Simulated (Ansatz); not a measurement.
# BeMoS3 (built on the sites of a database entry of BaMoO3): following an unstable mode

Wanted: the energy along a soft mode of BeMoS3 (built on the sites of a database entry of BaMoO3) and the structure at the end.

Program: Ansatz 0.2.0. Level of theory: DFT PBEsol, scalar-relativistic, plane waves, PAW. Results are calculated unless marked as measured.

The structure was built from a prototype and need not be the compound's stable phase.

## 1. The starting structure

It takes space group Pm-3m (No. 221, cubic). Conventional cell: a = 4.621 Å, b = 4.621 Å, c = 4.621 Å, α = 90.00°, β = 90.00°, γ = 90.00°. Be has 12 S at 3.27 Å nearest. Mo has 6 S at 2.31 Å nearest. Nearest to S lie 2 Mo at 2.31 Å. Farther neighbours and most contacts between anions are not listed.

## 2. Response at finite wavevector

The cell comes from relaxations at this level that are not shown. Stability and thermal properties need the whole zone. Linear response on a 2×2×2 q mesh gives force constants as far as a supercell of that size would.

File input.yaml:

```yaml
crystal:
  lattice:
    - [4.6206887221, 0.0, 0.0]
    - [0.0, 4.6206887221, 0.0]
    - [0.0, 0.0, 4.6206887221]
  atoms:
    - { symbol: Be, position: [0.5, 0.5, 0.5] }
    - { symbol: Mo, position: [0.0, 0.0, 0.0] }
    - { symbol: S, position: [0.0, 0.5, 0.0] }
    - { symbol: S, position: [0.0, 0.0, 0.5] }
    - { symbol: S, position: [0.5, 0.0, 0.0] }
kpoints:
  mp_grid: { grid: [6, 6, 6] }
hamiltonian:
  xc: pbesol
scf:
  occupations: { method: methfessel_paxton, width: 0.15 }
output:
  eigenvalues: true
phonons:
  method: dfpt
  qmesh: [2, 2, 2]
  temperatures: { t_max: 1000, t_step: 50 }
  qpath:
    path:
      - [[0.0, 0.0, 0.0], [0.0, 0.5, 0.0], [0.5, 0.5, 0.0], [0.0, 0.0, 0.0], [0.5, 0.5, 0.5], [0.0, 0.5, 0.0]]
      - [[0.5, 0.5, 0.5], [0.5, 0.5, 0.0]]
    npoints: 10
```

Launch:

```sh
> ansatz run input.yaml --threads 8 --pin off --max-ram 14336MiB --backend cpu --events-out ev --progress --plain --runs-dir out
```

Numbers of over 12 decimals in the logs are rounded to 6 here.

What it wrote:

```text
Engine: ansatz 0.2.0, x86_64-unknown-linux-gnu
Pseudopotentials: kind: paw
Pseudopotential: Be, paw, valence charge 2, recommended cutoff 420 eV (normal), Be.paw.azcp
Pseudopotential: Mo, paw, valence charge 14, recommended cutoff 420 eV (normal), Mo.paw.azcp
Pseudopotential: S, paw, valence charge 6, recommended cutoff 420 eV (normal), S.paw.azcp
Functional definition: PBEsol
  exchange = pbesol_x
  correlation = pbesol_c
Crystal: 5 atoms, lattice volume = 98.655 Å³
Basis set: ecut = 420 eV, 1935 PW (Γ), exchange–correlation on 64×64×64 points (8 copies of the dense FFT grid, shifted against one another)
Bands: 22, of which v1, the nominal top of the filled ones, is band 17 counted from 1 (16 counted from 0)
Symmetry: 48 space group operations
k-points: 20 of 216
Non-local potential: Be, projectors of the file, l = 0: 2, l = 1: 2, l = 2: 1
Non-local potential: Mo, projectors of the file, l = 0: 3, l = 1: 2, l = 2: 2, l = 3: 1
Non-local potential: S, projectors of the file, l = 0: 2, l = 1: 2, l = 2: 2
PAW form: soft (Blöchl's): semilocal exchange-correlation on the pseudo side does not see the compensation charge
PAW frozen core: Be, regenerated for the run's functional, and the local potential with it (the file was generated under x = pbe(κ = 0.804, μ = 0.219515), c = pbe(β = 0.066725))
PAW frozen core: Mo, regenerated for the run's functional, and the local potential with it (the file was generated under x = pbe(κ = 0.804, μ = 0.219515), c = pbe(β = 0.066725))
PAW frozen core: S, regenerated for the run's functional, and the local potential with it (the file was generated under x = pbe(κ = 0.804, μ = 0.219515), c = pbe(β = 0.066725))
PAW one-centre angular grid: Be, 110 points (default); XC on 64 Gauss nodes
PAW one-centre angular grid: Mo, 590 points (default); XC on 64 Gauss nodes
PAW one-centre angular grid: S, 110 points (default); XC on 64 Gauss nodes
Initial density: superposition of atomic densities (neutral atoms: chi_scale 0, normalization atom), corrected by the library's trained network
Initial wavefunctions: pseudopotential atomic-orbital guess
Functional: x = pbesol(κ = 0.804, μ = 0.123457), c = pbesol(β = 0.046)
SCF iter   1: F=—  HF=-7640.298257 eV  |F-HF|=—  |Δ(HF+E_count)|=         —  Δρ=4.25e-3  dr2=4.48e-2  ethr=1.77e-3  ⟨swp⟩=6.8  Hψ=4775  notcnv=0
automatic band count: the SCF goes on with 27 bands, as 22 were too few: they end inside the smearing window of the response
preconditioner: auto → Kerker (q_TF=auto, 2.284 Å⁻¹)  [metal: Δε(μ)=0.025 eV  Ē_g=9.166 eV  σ=0.150 eV  W_gap=0.14  n_scr=18 (ndim 8)  ℏωp=19.1 eV  f_vac=0.000  D(μ)=5.06/eV (n_scr^D=56)]
SCF iter   2: F=—  HF=-7640.293946 eV  |F-HF|=—  |Δ(HF+E_count)|=   4.31e-3  S|Δr|=    0.00e0  Δρ=2.79e-3  dr2=2.20e-2  ethr=1.32e-4  ⟨swp⟩=1.0  Hψ=700  notcnv=0
preconditioner: auto → Resta (q_TF=auto, 2.284 Å⁻¹)  ε∞=5.3  [insulator: Δε(μ)=0.163 eV  Ē_g=9.156 eV  σ=0.150 eV  W_gap=0.55  n_scr=18 (ndim 8)  ℏωp=19.1 eV  f_vac=0.000  D(μ)=5.13/eV (n_scr^D=56)  ε∞_Penn≈5.3]
SCF iter   3: F=—  HF=-7640.290170 eV  |F-HF|=—  |Δ(HF+E_count)|=   3.78e-3  S|Δr|=    0.00e0  Δρ=5.94e-4  dr2=4.37e-4  ethr=6.46e-5  ⟨swp⟩=1.4  Hψ=503  notcnv=0
SCF iter   4: F=—  HF=-7640.290096 eV  |F-HF|=—  |Δ(HF+E_count)|=   7.39e-5  S|Δr|=    0.00e0  Δρ=2.13e-4  dr2=7.40e-5  ethr=1.29e-6  ⟨swp⟩=2.4  Hψ=687  notcnv=0
SCF iter   5: F=—  HF=-7640.290083 eV  |F-HF|=—  |Δ(HF+E_count)|=   1.26e-5  S|Δr|=    0.00e0  Δρ=3.50e-5  dr2=1.81e-6  ethr=2.18e-7  ⟨swp⟩=1.6  Hψ=506  notcnv=0
SCF iter   6: F=—  HF=-7640.290082 eV  |F-HF|=—  |Δ(HF+E_count)|=   1.39e-6  S|Δr|=    0.00e0  Δρ=6.23e-6  dr2=2.64e-8  ethr=5.32e-9  ⟨swp⟩=2.6  Hψ=756  notcnv=0
SCF iter   7: F=—  HF=-7640.290082 eV  |F-HF|=—  |Δ(HF+E_count)|=   3.77e-9  S|Δr|=    0.00e0  Δρ=1.60e-6  dr2=4.12e-9  ethr=7.78e-11  ⟨swp⟩=2.5  Hψ=807  notcnv=0
SCF iter   8: F=—  HF=-7640.290082 eV  |F-HF|=—  |Δ(HF+E_count)|=  6.46e-11  S|Δr|=    0.00e0  Δρ=4.60e-7  dr2=2.95e-10  ethr=1.21e-11  ⟨swp⟩=1.2  Hψ=537  notcnv=0
SCF iter   9: F=-7640.290082 eV  HF=-7640.290082 eV  |F-HF|=3.64e-12  |Δ(HF+E_count)|=  4.55e-11  S|Δr|=    0.00e0  Δρ=3.94e-8  dr2=1.57e-12  ethr=1.00e-12  ⟨swp⟩=8.3  Hψ=2876  notcnv=0
SCF 1 converged in 9 iterations: F = -7640.290082 eV  dr2 = 1.57e-12
  greatest PAW one-centre occupation: 0.999 electrons in one spin orbital (limit 2), on the Mo atom at site 1 (counted from 0), in its partial waves of l = 0
Initial density: read from a saved state, or passed on in memory by an earlier SCF of this step, an earlier step, the calling program or the single point that the run made first
iter 1 solved again at ethr=2.18e-7 eV; its pass at ethr=3.10e-3 eV (dr2=7.41e-5 eV) is discarded
SCF iter   1: F=—  HF=-7640.290078 eV  |F-HF|=—  |Δ(HF+E_count)|=         —  Δρ=7.88e-7  dr2=8.85e-10  ethr=2.18e-7  ⟨swp⟩=3.0  Hψ=3317  notcnv=0
eigensolver tolerance schedule: the retry pair's looser diagonalisation over-reported the residual by 83698.06 of it (diagonalisation noise at an unbounded share of the residual, at the tolerance the schedule requests for it); recorded, not acted on — ethr = c·dr2/N_el stays at c = 1.0e-1
preconditioner: auto → Resta (q_TF=auto, 2.284 Å⁻¹)  ε∞=8.4  [insulator: Δε(μ)=0.137 eV  Ē_g=7.028 eV  σ=0.150 eV  W_gap=0.52  n_scr=18 (ndim 8)  ℏωp=19.1 eV  f_vac=0.000  D(μ)=5.22/eV (n_scr^D=56)  ε∞_Penn≈8.4]
SCF iter   2: F=—  HF=-7640.290082 eV  |F-HF|=—  |Δ(HF+E_count)|=   3.49e-6  S|Δr|=    0.00e0  Δρ=4.11e-7  dr2=2.83e-10  ethr=2.60e-12  ⟨swp⟩=3.5  Hψ=1138  notcnv=0
SCF iter   3: F=—  HF=-7640.290082 eV  |F-HF|=—  |Δ(HF+E_count)|=  2.00e-11  S|Δr|=    0.00e0  Δρ=2.64e-7  dr2=1.11e-10  ethr=1.00e-12  ⟨swp⟩=1.0  Hψ=440  notcnv=0
SCF iter   4: F=—  HF=-7640.290082 eV  |F-HF|=—  |Δ(HF+E_count)|=  6.37e-12  S|Δr|=    0.00e0  Δρ=1.00e-7  dr2=1.29e-11  ethr=1.00e-12  ⟨swp⟩=1.0  Hψ=440  notcnv=0
SCF iter   5: F=-7640.290082 eV  HF=-7640.290082 eV  |F-HF|=1.82e-12  |Δ(HF+E_count)|=  2.73e-12  S|Δr|=    0.00e0  Δρ=1.34e-8  dr2=3.13e-13  ethr=1.00e-12  ⟨swp⟩=2.7  Hψ=895  notcnv=0
SCF 2 converged in 5 iterations: F = -7640.290082 eV  dr2 = 3.13e-13
phonons: the bands overlap, so this run is a metal and interpolates without the dipole-dipole term. If the crystal is really an insulator or semiconductor, its LO-TO splitting is missing
NSCF: frozen V_eff on 20 k-points
NSCF: frozen V_eff on 64 k-points
DFPT response loops at q = (0, 0, 0) (fractional): preconditioner auto → Kerker (q_TF=auto, 2.284 Å⁻¹) (partly filled bands, converged f_vac=0.000); β = 1.00, the filter's whole step (`scf.mixing.beta` (0.50) is not read by the response loops under this deck's `scf.mixing.preconditioner`; to damp them name `kerker` or `kerker_dos`, under which they read `scf.mixing.beta`, and type it under 1.00, their step now; both keys bind the ground state too); Broyden in place of MSR1
NSCF: frozen V_eff on 128 k-points
DFPT response loops at q = (0, 0, -0.5) (fractional): mixed as the last ones told, above
NSCF: frozen V_eff on 128 k-points
DFPT response loops at q = (0, -0.5, -0.5) (fractional): mixed as the last ones told, above
NSCF: frozen V_eff on 128 k-points
DFPT response loops at q = (-0.5, -0.5, -0.5) (fractional): mixed as the last ones told, above
SCF converged after 9 iterations
Stability not checked: this state was not tested for a lower state beside it, because cold or Methfessel-Paxton smearing, or corrected tetrahedra, fill the levels in a way that the test cannot read (fill_not_monotonic; see scf.lower_state_search)
Free energy (F): -7640.290082 eV
Harris-Foulkes:  -7640.290082 eV  (|F-HF|=3.64e-12)
Internal energy: -7640.282163 eV  (E = F + TS)
E sigma→0 (E₀):  -7640.288102 eV
Entropy (-TS):   -0.007919 eV (-1.584 meV/atom)
Fermi energy:    7.026543 eV
--- Per-component energies (eV) ---
  E_band       = -237.076610
  E_kinetic    = 773.316236
  E_local      = -2304.886824  (includes V_loc(G=0)·N_el)
  E_nonlocal   = 235.273143
  E_hartree    = 862.695149
  E_xc         = -485.659378
  E_vxc        = -505.349863  (∫ρ·V_xc dr)
  E_paw        = -4953.038154  (= ΣΔE_a)
  E_vpaw       = -160.819622  (= ΣTr[D̂ρ^β])
  E_aug_tail   = 0.000037  (compensation charges beyond the density's cutoff)
  E_ewald      = -1768.387049
  E_core_change = 0.404679  (= ΣΔE_core)
  E_smearing   = -0.007919  (= −TS)
  E_closure    = 0.000000  (closes the sum)
  Σ components = -7640.290082   (vs F -7640.290082, Δ=0.00e0)
--- Band table (eV; the first three rows and the last of 20) ---
  k-point 0: bands = [... 13 lower, 5.6641, 5.6641, 5.6641, 5.9219, 6.3097, 6.3097, 6.3097, 7.7624, ... 6 higher]
  k-point 1: bands = [... 13 lower, 5.3612, 5.4928, 6.0810, 6.0810, 6.6207, 6.9124, 6.9124, 7.7810, ... 6 higher]
  k-point 2: bands = [... 13 lower, 5.1893, 5.3862, 6.1796, 6.1796, 7.6349, 7.8081, 7.9547, 7.9547, ... 6 higher]
  k-point 19: bands = [... 13 lower, 5.6735, 7.2819, 7.2819, 7.2819, 8.2449, 8.2449, 8.2449, 12.3616, ... 6 higher]
--- Phonons (Γ-DFPT): 4 representative perturbations + reference (Σ response iterations 12) ---
  ASR residual: 1.424e-4 → 0.000e0 eV/Å²; symmetrization residual: 1.864e-6 eV/Å²
  ASR residual per site (eV/Å²): 1.42e-4 4.36e-5 2.90e-5 2.90e-5 2.90e-5
  Γ frequencies (cm⁻¹): -282.68 -282.68 -282.68 -113.42 -113.42 -113.42 -42.19 -42.19 -42.19 0.00 0.00 0.00 385.14 385.14 385.14
--- Phonons (arbitrary-q DFPT): 4 irreducible q on the 2×2×2 mesh ---
  q = [0.0000, 0.0000, 0.0000] (star 1, of the zone-centre solve; hermiticity 2.57e-7, symmetrization 1.11e-13): -282.68 -282.68 -282.68 -113.42 -113.42 -113.42 -42.19 -42.19 -42.19 -0.00 -0.00 0.00 385.14 385.14 385.14
  q = [0.0000, 0.0000, -0.5000] (star 3, 9 solved perturbations in 504 linear systems a pass and spin channel, the states on 64 of 216 k-point pairs; hermiticity 3.95e-7, symmetrization 5.55e-8): -247.61 -247.61 -226.40 -152.97 -152.97 -117.84 -53.21 -53.21 63.03 104.84 121.45 121.45 366.72 366.72 453.43
  q = [0.0000, -0.5000, -0.5000] (star 3, 9 solved perturbations in 504 linear systems a pass and spin channel, the states on 64 of 216 k-point pairs; hermiticity 1.51e-7, symmetrization 2.62e-8): -291.07 -291.07 -242.47 -199.47 -81.63 66.05 66.05 70.29 70.29 154.40 154.40 193.65 341.36 345.14 489.53
  q = [-0.5000, -0.5000, -0.5000] (star 1, 4 solved perturbations in 184 linear systems a pass and spin channel, the states on 64 of 216 k-point pairs; hermiticity 2.86e-8, symmetrization 1.73e-8): -264.13 -264.13 -264.13 -201.97 -201.97 -201.97 86.88 86.88 86.88 207.16 207.16 207.16 309.74 309.74 522.22
  sum rule: each row above includes the acoustic sum rule's correction from the zone centre's row sums; it moved no ω² by more than (2.07 cm⁻¹)²
  mesh force constants: q→R imaginary residual 5.58e-18; ASR residual 1.424e-4 → 0.000e0 eV/Å²; symmetrization residual 2.132e-14 eV/Å²
  interpolated dispersion: 62 rows × 15 modes
  density of states and harmonic sums: on the 14×14×14 q-mesh, interpolated from the force constants of a 2×2×2 supercell (no non-analytic term)
  largest difference from the sums on the solved wave vectors: F 3.10e-2 eV, S 4.13e-5 and C_V 1.03e-5 eV/K
  zero-point energy: 0.108106 eV/cell   skipped modes (ω ≤ 0): 843, of them read as no rigid motion or as one in doubt: 840 (7.004e0 modes/cell left out, lowest -291.07 cm⁻¹)   left out of the sums: 4.67e-1 of the cell's modes: C_V's classical limit lies that fraction below 3 k_B per atom; for a crystal, a wire or a layer, F and S can be off by more, and a phonons.interpolated_qmesh denser along its periods is the remedy for the sampling
```

Run time: 35 s. Hardware: 8 threads of Intel Xeon Platinum 8559C (Emerald Rapids), shared host; peak memory 0.89 GiB; 3.7 min of CPU time.

This step gave:

```
volume per atom                                         : 19.73 Å³
gap on the k-mesh                                       : 0 eV
sum-rule residual before enforcement                    : 1.42e-4 eV/Å²
lowest frequency on the path                            : -291.1 cm⁻¹
point group                                             : m-3m
highest frequency on the path or at a solved wavevector : 522.2 cm⁻¹
highest optical mode at the zone centre (no LO-TO term) : 385.1 cm⁻¹
lowest optical zone-centre mode                         : -282.7 cm⁻¹
lowest mode on the q mesh (acoustic modes at Γ apart)   : -291.1 cm⁻¹
```

Frequencies (cm⁻¹) solved at each irreducible wavevector; negative means imaginary. Frequencies by wavevector, by row:

| q in reciprocal lattice units | star | mode 1 | mode 2 | mode 3 | mode 4 | mode 13 | mode 14 | mode 15 |
| --- | --- | --- | --- | --- | --- | --- | --- | --- |
| 0 0 0 | 1 | -282.7 | -282.7 | -282.7 | -113.4 | 385.1 | 385.1 | 385.1 |
| 0 0 -0.5 | 3 | -247.6 | -247.6 | -226.4 | -153 | 366.7 | 366.7 | 453.4 |
| 0 -0.5 -0.5 | 3 | -291.1 | -291.1 | -242.5 | -199.5 | 341.4 | 345.1 | 489.5 |
| -0.5 -0.5 -0.5 | 1 | -264.1 | -264.1 | -264.1 | -202 | 309.7 | 309.7 | 522.2 |

Interpolated from a 2×2×2 q mesh. Phonon branches along the path, in cm⁻¹:

| point | branch 1 | branch 2 | branch 3 | branch 4 | branch 12 | branch 13 | branch 14 | branch 15 |
| --- | --- | --- | --- | --- | --- | --- | --- | --- |
| Γ | -283 | -283 | -283 | -113 | 0 | 385 | 385 | 385 |
| halfway | -267 | -267 | -256 | -123 | 87 | 376 | 376 | 418 |
| X | -248 | -248 | -226 | -153 | 121 | 367 | 367 | 453 |
| halfway | -273 | -268 | -245 | -166 | 174 | 355 | 359 | 469 |
| M | -291 | -291 | -242 | -200 | 194 | 341 | 345 | 490 |
| halfway | -277 | -257 | -252 | -149 | 146 | 366 | 370 | 440 |
| Γ | -283 | -283 | -283 | -113 | 0 | 385 | 385 | 385 |
| halfway | -268 | -268 | -254 | -160 | 148 | 357 | 357 | 462 |
| R | -264 | -264 | -264 | -202 | 207 | 310 | 310 | 522 |
| halfway | -271 | -266 | -260 | -174 | 180 | 342 | 344 | 486 |
| X | -248 | -248 | -226 | -153 | 121 | 367 | 367 | 453 |
| jump to R | -264 | -264 | -264 | -202 | 207 | 310 | 310 | 522 |
| halfway | -278 | -278 | -254 | -201 | 201 | 327 | 328 | 505 |
| M | -291 | -291 | -242 | -200 | 194 | 341 | 345 | 490 |

Symmetry leaves 4 wavevectors to solve. The lowest mode among them, the acoustic zeros apart, lies at q = (0, -0.5, -0.5) and is imaginary, 291.1i cm⁻¹, so the energy falls along it.

## 3. The mode frozen in, largest atomic shift 0 Å

The mode followed lies at q = (0, -0.5, -0.5) with frequency 291.1i cm⁻¹ and is 2-fold degenerate, the softest among the wavevectors solved. At small amplitude the distorted cell has space group no. 51 by a symmetry search on the positions. The undistorted cell that holds it gives the zero of energy on the same k mesh.

System of this step: BeMoS3 (built on the sites of a database entry of BaMoO3). Symmetry: Pm-3m, No. 221, cubic system. The conventional cell has a = 4.621 Å, b = 4.621 Å, c = 4.621 Å, α = 90.00°, β = 90.00°, γ = 90.00°. Nearest to Be lie 12 S at 3.27 Å. Nearest to Mo lie 6 S at 2.31 Å. S has 2 Mo at 2.31 Å nearest. S has 2 Mo at 2.31 Å nearest. Farther neighbours and most contacts between anions are not listed.

File input.yaml:

```yaml
crystal:
  lattice:
    - [-4.6206887221, 0.0, 0.0]
    - [0.0, -4.6206887221, -4.6206887221]
    - [0.0, -4.6206887221, 4.6206887221]
  atoms:
    - { symbol: Be, position: [0.5, 0.0, 0.5] }
    - { symbol: Be, position: [0.5, 0.5, 0.0] }
    - { symbol: Mo, position: [0.0, 0.0, 0.0] }
    - { symbol: Mo, position: [0.0, 0.5, 0.5] }
    - { symbol: S, position: [0.0, 0.75, 0.75] }
    - { symbol: S, position: [0.0, 0.25, 0.25] }
    - { symbol: S, position: [0.0, 0.25, 0.75] }
    - { symbol: S, position: [0.0, 0.75, 0.25] }
    - { symbol: S, position: [0.5, 0.0, 0.0] }
    - { symbol: S, position: [0.5, 0.5, 0.5] }
kpoints:
  mp_grid: { grid: [6, 6, 6] }
hamiltonian:
  xc: pbesol
scf:
  occupations: { method: methfessel_paxton, width: 0.15 }
output:
  forces: true
  stress: true
  eigenvalues: true
```

What it wrote:

```text
[...]
Crystal: 10 atoms, lattice volume = 197.310 Å³
Basis set: ecut = 420 eV, 3891 PW (Γ), exchange–correlation on 64×90×90 points (8 copies of the dense FFT grid, shifted against one another)
Bands: 44, of which v1, the nominal top of the filled ones, is band 34 counted from 1 (33 counted from 0)
Symmetry: 32 space group operations
[...]
k-points: 40 of 216
[...]
k-point 0: bands = [... 30 lower, 5.6565, 5.9416, 6.2951, 6.2951, 6.3052, 6.8524, 7.2180, 7.7497, ... 6 higher]
  k-point 1: bands = [... 30 lower, 5.8596, 6.1134, 6.1952, 6.5117, 6.6347, 6.9184, 7.0205, 7.9929, ... 6 higher]
  k-point 2: bands = [... 30 lower, 5.8215, 6.5592, 6.5721, 6.8832, 6.9545, 7.0093, 7.4160, 7.9864, ... 6 higher]
  k-point 39: bands = [... 30 lower, 6.8554, 6.8554, 7.2350, 7.2350, 8.5694, 8.5694, 8.5882, 8.5882, ... 6 higher]
[key lines of the parts left out:]
SCF converged after 7 iterations
Free energy (F): -15280.616618 eV
Fermi energy:    7.063161 eV
P = ⅓ Tr σ = 0.0306 GPa (0.306 kbar)
```

Run time: 2 s. Hardware: 8 threads; peak memory 0.91 GiB; 12 s of CPU time.

This step gave:

```yaml
pressure: 0.03063 GPa
energy_from_the_undistorted_cell: 0 meV/atom
```

The run ends at a pressure of 0.03 GPa.

## 4. The mode frozen in, largest atomic shift 0.6 Å

The atoms are moved along the unstable eigenvector, the largest shift by 0.6 Å, with the cell fixed.

input.yaml, the sections that differ from step 3:

```yaml
crystal:
  lattice:
    - [-4.6206887221, 0.0, 0.0]
    - [0.0, -4.6206887221, -4.6206887221]
    - [0.0, -4.6206887221, 4.6206887221]
  atoms:
    - { symbol: Be, position: [0.5, 0.0918183618, 0.5] }
    - { symbol: Be, position: [0.5, 0.4081816382, 0.0] }
    - { symbol: Mo, position: [0.0, -0.0091074817, 0.0] }
    - { symbol: Mo, position: [0.0, 0.5091074817, 0.5] }
    - { symbol: S, position: [0.0, 0.75, 0.75] }
    - { symbol: S, position: [0.0, 0.25, 0.25] }
    - { symbol: S, position: [0.0, 0.25, 0.75] }
    - { symbol: S, position: [0.0, 0.75, 0.25] }
    - { symbol: S, position: [0.5, 0.0196696715, 0.0] }
    - { symbol: S, position: [0.5, 0.4803303285, 0.5] }
# kpoints, hamiltonian, scf, output: as in step 3
```

What it wrote:

```text
[...]
Crystal: 10 atoms, lattice volume = 197.310 Å³
Basis set: ecut = 420 eV, 3891 PW (Γ), exchange–correlation on 64×90×90 points (8 copies of the dense FFT grid, shifted against one another)
Bands: 44, of which v1, the nominal top of the filled ones, is band 34 counted from 1 (33 counted from 0)
Symmetry: 8 space group operations
[...]
k-points: 64 of 216
[...]
k-point 0: bands = [... 30 lower, 5.7731, 6.0008, 6.2785, 6.3571, 6.3616, 7.1979, 7.3079, 7.7478, ... 6 higher]
  k-point 1: bands = [... 30 lower, 5.8250, 6.2042, 6.2966, 6.4740, 6.8128, 7.0133, 7.2510, 8.2117, ... 6 higher]
  k-point 2: bands = [... 30 lower, 5.7423, 6.4392, 6.7766, 6.8695, 6.8979, 7.2483, 7.5755, 8.1209, ... 6 higher]
  k-point 63: bands = [... 30 lower, 6.9249, 6.9249, 7.1540, 7.1540, 8.2380, 8.2380, 8.5960, 8.5960, ... 6 higher]
[key lines of the parts left out:]
SCF converged after 8 iterations
Free energy (F): -15281.899420 eV
Fermi energy:    7.120321 eV
P = ⅓ Tr σ = 0.1221 GPa (1.221 kbar)
```

Run time: 3.8 s. Hardware: 8 threads; peak memory 1 GiB.

This step gave:

* pressure: 0.1221 GPa
* energy from the undistorted cell: -128.5 meV/atom

The energy, extrapolated to zero smearing, is -128.47 meV/atom against the undistorted cell.

The run ends at a pressure of 0.12 GPa, with forces up to 1.7 eV/Å.

(Continued in part 2 of 2.)

[Logs are printed without paths, hosts, clocks, repeated set-up lines and the standing remarks that a program may print on its own settings, such as how far it seeks lower states.]

[Hosts, paths, dates, database ids (printed as entryN), source tags and the programs' standing remarks are cut or masked in the printed files.]
